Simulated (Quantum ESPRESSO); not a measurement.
## Magnetic state of MnS from several starts

A self-consistent run ends on one state, which hangs on the start. Several orders of MnS are started in Quantum ESPRESSO and their energies compared.

Program: Quantum ESPRESSO 7.5. Level of theory: LDA with U = 4 eV on Mn d (ortho-atomic projectors); plane waves with GBRV 1.5 LDA potentials, no spin-orbit coupling. Results are calculated unless marked as measured.

This is a report of a sequence of runs, with most program output left out.

The database entry behind the starting cell differs from later determinations by our own check (an axis about 0.2 % short against later determinations), so it need not match the best structure at ambient conditions.

### Step 1. The starting structure

It takes space group Fm-3m (No. 225, cubic). The conventional cell has a = 5.209 Å, b = 5.209 Å, c = 5.209 Å, α = 90.00°, β = 90.00°, γ = 90.00°. Nearest to Mn lie 6 S at 2.60 Å. Nearest to S lie 6 Mn at 2.60 Å. Farther neighbours and most contacts between anions are not listed.

Structure file:

```cif
data_structure
_symmetry_space_group_name_H-M 'Fm-3m'
_symmetry_Int_Tables_number 225
_cell_length_a 5.2090
_cell_length_b 5.2090
_cell_length_c 5.2090
_cell_angle_alpha 90.000
_cell_angle_beta 90.000
_cell_angle_gamma 90.000
_cell_volume 141.34
loop_
_atom_site_label
_atom_site_type_symbol
_atom_site_symmetry_multiplicity
_atom_site_Wyckoff_symbol
_atom_site_fract_x
_atom_site_fract_y
_atom_site_fract_z
_atom_site_occupancy
Mn1 Mn 4 a 0.00000 0.00000 0.00000 1
S1 S 4 b 0.50000 0.00000 0.00000 1
```

The cell comes from the Crystallography Open Database.

### Step 2. Run 1, typed as ferro +

The signs are those of the starting moments on the seeded atoms, the atoms that are given a moment.

Input file pw.in:

```
&CONTROL
  calculation = 'scf'
  prefix = 'pwscf'
  outdir = './tmp'
  pseudo_dir = './pseudo'
  disk_io = 'nowf'
/
&SYSTEM
  ibrav = 0
  nat = 2
  ntyp = 2
  ecutwfc = 40
  ecutrho = 280
  nbnd = 19
  occupations = 'smearing'
  smearing = 'fd'
  degauss = 0.00367493
  nspin = 2
  starting_magnetization(1) = 0.3
  starting_magnetization(2) = 0
/
&ELECTRONS
  conv_thr = 4d-09
  electron_maxstep = 150
  mixing_beta = 0.3
/
ATOMIC_SPECIES
Mn     54.9380 mn_lda_v1.5.uspp.F.UPF
S      32.0600 s_lda_v1.4.uspp.F.UPF
CELL_PARAMETERS angstrom
   0.0000000000    2.6045000000    2.6045000000
   2.6045000000    0.0000000000    2.6045000000
   2.6045000000    2.6045000000    0.0000000000
ATOMIC_POSITIONS crystal
Mn      0.0000000000    0.0000000000    0.0000000000
S       0.5000000000    0.5000000000    0.5000000000
K_POINTS automatic
6 6 6 0 0 0
HUBBARD {ortho-atomic}
U Mn-3d 4.0000
```

Run with:

```console
> OMP_NUM_THREADS=1 mpirun -n 4 pw.x -nk 4 -in pw.in > pw.out
```

Wall time 4.3 s (4 MPI ranks of Intel Xeon Platinum 8488C (Sapphire Rapids), shared host); peak memory 0.34 GiB; 16 s of CPU time.

Spin moment in the atom's sphere by atom:

```tsv
atom	spin moment in the atom's sphere (μB)
Mn1	4.47
S2	0.14
```

Read from the output:

| Property | Result |
| --- | --- |
| smearing term TS | 3.65e-5 eV |
| magnetization | 5 μB |
| absolute magnetization | 5 μB |
| final state | ferromagnetic |

### Step 3. Run 2, typed as antiferro q=(0,1/2,1/2) +−

The cell is doubled to 4 atoms to hold this order. The wavevector q is in fractions of the reciprocal vectors of the crystal's primitive cell, as the cells of these inputs are built from it; moments change sign between cells as cos(2π q·R).

Input file pw.in:

```
&CONTROL
  calculation = 'scf'
  prefix = 'pwscf'
  outdir = './tmp'
  pseudo_dir = './pseudo'
  disk_io = 'nowf'
/
&SYSTEM
  ibrav = 0
  nat = 4
  ntyp = 3
  ecutwfc = 40
  ecutrho = 280
  nbnd = 30
  occupations = 'smearing'
  smearing = 'fd'
  degauss = 0.00367493
  nspin = 2
  starting_magnetization(1) = 0.3
  starting_magnetization(2) = -0.3
  starting_magnetization(3) = 0
/
&ELECTRONS
  conv_thr = 8d-09
  electron_maxstep = 150
  mixing_beta = 0.3
/
ATOMIC_SPECIES
Mn1    54.9380 mn_lda_v1.5.uspp.F.UPF
Mn2    54.9380 mn_lda_v1.5.uspp.F.UPF
S      32.0600 s_lda_v1.4.uspp.F.UPF
CELL_PARAMETERS angstrom
   0.0000000000    2.6045000000    2.6045000000
   5.2090000000    0.0000000000    5.2090000000
   5.2090000000    2.6045000000    2.6045000000
ATOMIC_POSITIONS crystal
Mn1     0.0000000000    0.0000000000    0.0000000000
Mn2     0.0000000000    0.5000000000    0.0000000000
S       0.5000000000    0.0000000000    0.5000000000
S       0.5000000000    0.5000000000    0.5000000000
K_POINTS automatic
6 3 6 0 0 0
HUBBARD {ortho-atomic}
U Mn1-3d 4.0000
U Mn2-3d 4.0000
```

The job ended after 22 s (4 MPI ranks; peak memory 0.53 GiB; 88 s of CPU time).

Spin moment in the atom's sphere by atom:

```tsv
atom	spin moment in the atom's sphere (μB)
Mn1	4.44
Mn2	-4.44
S3	-0.05
S4	0.05
```

Read from the output:

```
smearing term TS       : 1.30e-5 eV
magnetization          : 0 μB
absolute magnetization : 9.631 μB
final state            : antiferromagnetic
```

### Step 4. Start 3: antiferro q=(0,0,1/2) +−

This order needs a doubled cell of 4 atoms.

Edit pw.in of step 3 so:

```diff
@@ -33,11 +33,11 @@
    0.0000000000    2.6045000000    2.6045000000
-   5.2090000000    0.0000000000    5.2090000000
-   5.2090000000    2.6045000000    2.6045000000
+   2.6045000000    0.0000000000    2.6045000000
+   5.2090000000    5.2090000000    0.0000000000
 ATOMIC_POSITIONS crystal
 Mn1     0.0000000000    0.0000000000    0.0000000000
-Mn2     0.0000000000    0.5000000000    0.0000000000
-S       0.5000000000    0.0000000000    0.5000000000
-S       0.5000000000    0.5000000000    0.5000000000
+Mn2     0.0000000000    0.0000000000    0.5000000000
+S       0.5000000000    0.5000000000    0.2500000000
+S       0.5000000000    0.5000000000    0.7500000000
 K_POINTS automatic
-6 3 6 0 0 0
+6 6 3 0 0 0
 HUBBARD {ortho-atomic}
```

Wall time 15 s (4 MPI ranks); peak memory 0.49 GiB; 60 s of CPU time.

Spin moment in the atom's sphere by atom:

```tsv
atom	spin moment in the atom's sphere (μB)
Mn1	4.38
Mn2	-4.38
S3	0.00
S4	0.00
```

This step gave:

```yaml
smearing_term_ts: 8.86e-11 eV
magnetization: 0 μB
absolute_magnetization: 9.349 μB
final_state: antiferromagnetic
```

### Step 5. Energies of the orders

An order is kept where moments of 0.15 μB or more survive with the typed signs; meshes match where a doubled cell samples the same k points as the first cell.

Orders:

```tsv
start	final state	typed order kept	energy over the lowest (meV a seeded atom)	largest site moment (μB)	net moment (μB a cell of the first run)	mesh matched	CPU time (s)
ferro +	ferromagnetic	yes	65.8	4.47	5	yes	16.19
antiferro q=(0,1/2,1/2) +-	antiferromagnetic	yes	48.85	4.444	0	yes	88.1
antiferro q=(0,0,1/2) +-	antiferromagnetic	yes	0	4.38	0	yes	59.98
```

### Step 6. Energy mapping

E = −Σ J e·e over ordered pairs of unit vectors, so each pair counts twice. As many shells are taken as there are differences of energy, so the couplings are solved for and no residual tests the model; further shells are folded in, and shells whose pairs keep their relative signs in all orders cancel and are not probed. Couplings from the energies:

```tsv
pair	distance (Å)	neighbours an atom	J (meV)
Mn-Mn	3.683	12	-1.06
Mn-Mn	5.209	6	-4.424
```

### Step 7. The lowest state again, with its states saved

Edit pw.in of step 4 so:

```diff
@@ -5,3 +5,3 @@
   pseudo_dir = './pseudo'
-  disk_io = 'nowf'
+  disk_io = 'low'
 /
@@ -9,2 +9,3 @@
   ibrav = 0
+  celldm(1) = 8
   nat = 4
@@ -13,3 +14,3 @@
   ecutrho = 280
-  nbnd = 30
+  nbnd = 34
   occupations = 'smearing'
@@ -31,6 +32,6 @@
 S      32.0600 s_lda_v1.4.uspp.F.UPF
-CELL_PARAMETERS angstrom
-   0.0000000000    2.6045000000    2.6045000000
-   2.6045000000    0.0000000000    2.6045000000
-   5.2090000000    5.2090000000    0.0000000000
+CELL_PARAMETERS alat
+   0.0000000000000    0.6152239614485    0.6152239614485
+   0.6152239614485    0.0000000000000    0.6152239614485
+   1.2304479228970    1.2304479228970    0.0000000000000
 ATOMIC_POSITIONS crystal
```

It took 13 s on 4 MPI ranks; peak memory 0.49 GiB.

Read from the output:

```
smearing term TS       : 9.22e-11 eV
magnetization          : 0 μB
absolute magnetization : 9.349 μB
final state            : antiferromagnetic
largest moment         : 4.380 μB
```

### Step 8. Projections on atomic orbitals

projwfc.x projects the saved states on orthogonalised atomic orbitals of the pseudopotential files.

Wall time 1.9 s (4 MPI ranks); peak memory 0.08 GiB.

```tsv
atom	moment in the sphere (μB)	Löwdin moment (μB)	Löwdin charge (e)
Mn1	4.380	4.689	14.960
Mn2	-4.380	-4.689	14.960
S3	0.000	0.000	6.008
S4	0.000	0.000	6.008
```

### Step 9. Occupations of the corrected shells in the lowest state

Occupations of the Hubbard shells:

```tsv
block	type	shell	spin	electrons	occupation numbers
1	Mn1	3d	up	4.962	0.988 0.988 0.995 0.995 0.995
1	Mn1	3d	down	0.3281	0.025 0.025 0.025 0.127 0.127
2	Mn2	3d	up	0.3281	0.025 0.025 0.025 0.127 0.127
2	Mn2	3d	down	4.962	0.988 0.988 0.995 0.995 0.995
```

### Step 10. Results

```
lowest state found                                                     : antiferromagnetic (from antiferro q=(0,0,1/2) +-)
largest site moment                                                    : 4.38 μB
next state with moments                                                : antiferromagnetic, 48.8 meV a seeded atom higher
J of the weightiest shell (Mn-Mn, 5.21 Å; E = −Σ J e·e, ordered pairs) : -4.42 meV
```

In words: The largest moment changes by 2.0 % between the kept orders, as for well localised moments. The largest moment reads 4.38 μB in the sphere and 4.69 μB by Löwdin projection; a site moment hangs on how space is shared out. This is the lowest of 3 collinear or spinless starts, no proof of the ground state.

[Logs and program files are shortened in this print: banners, set-up blocks, solver, clock and traceback lines can be left out without a mark of their own.]

[Logs are printed without paths, hosts, clocks, repeated set-up lines and the standing remarks that a program may print on its own settings, such as how far it seeks lower states.]

[Hosts, paths, dates, database ids (printed as entryN), source tags and the programs' standing remarks are cut or masked in the printed files.]

[Where a cell is said to come from a database of computed structures, the database is the Materials Project.]
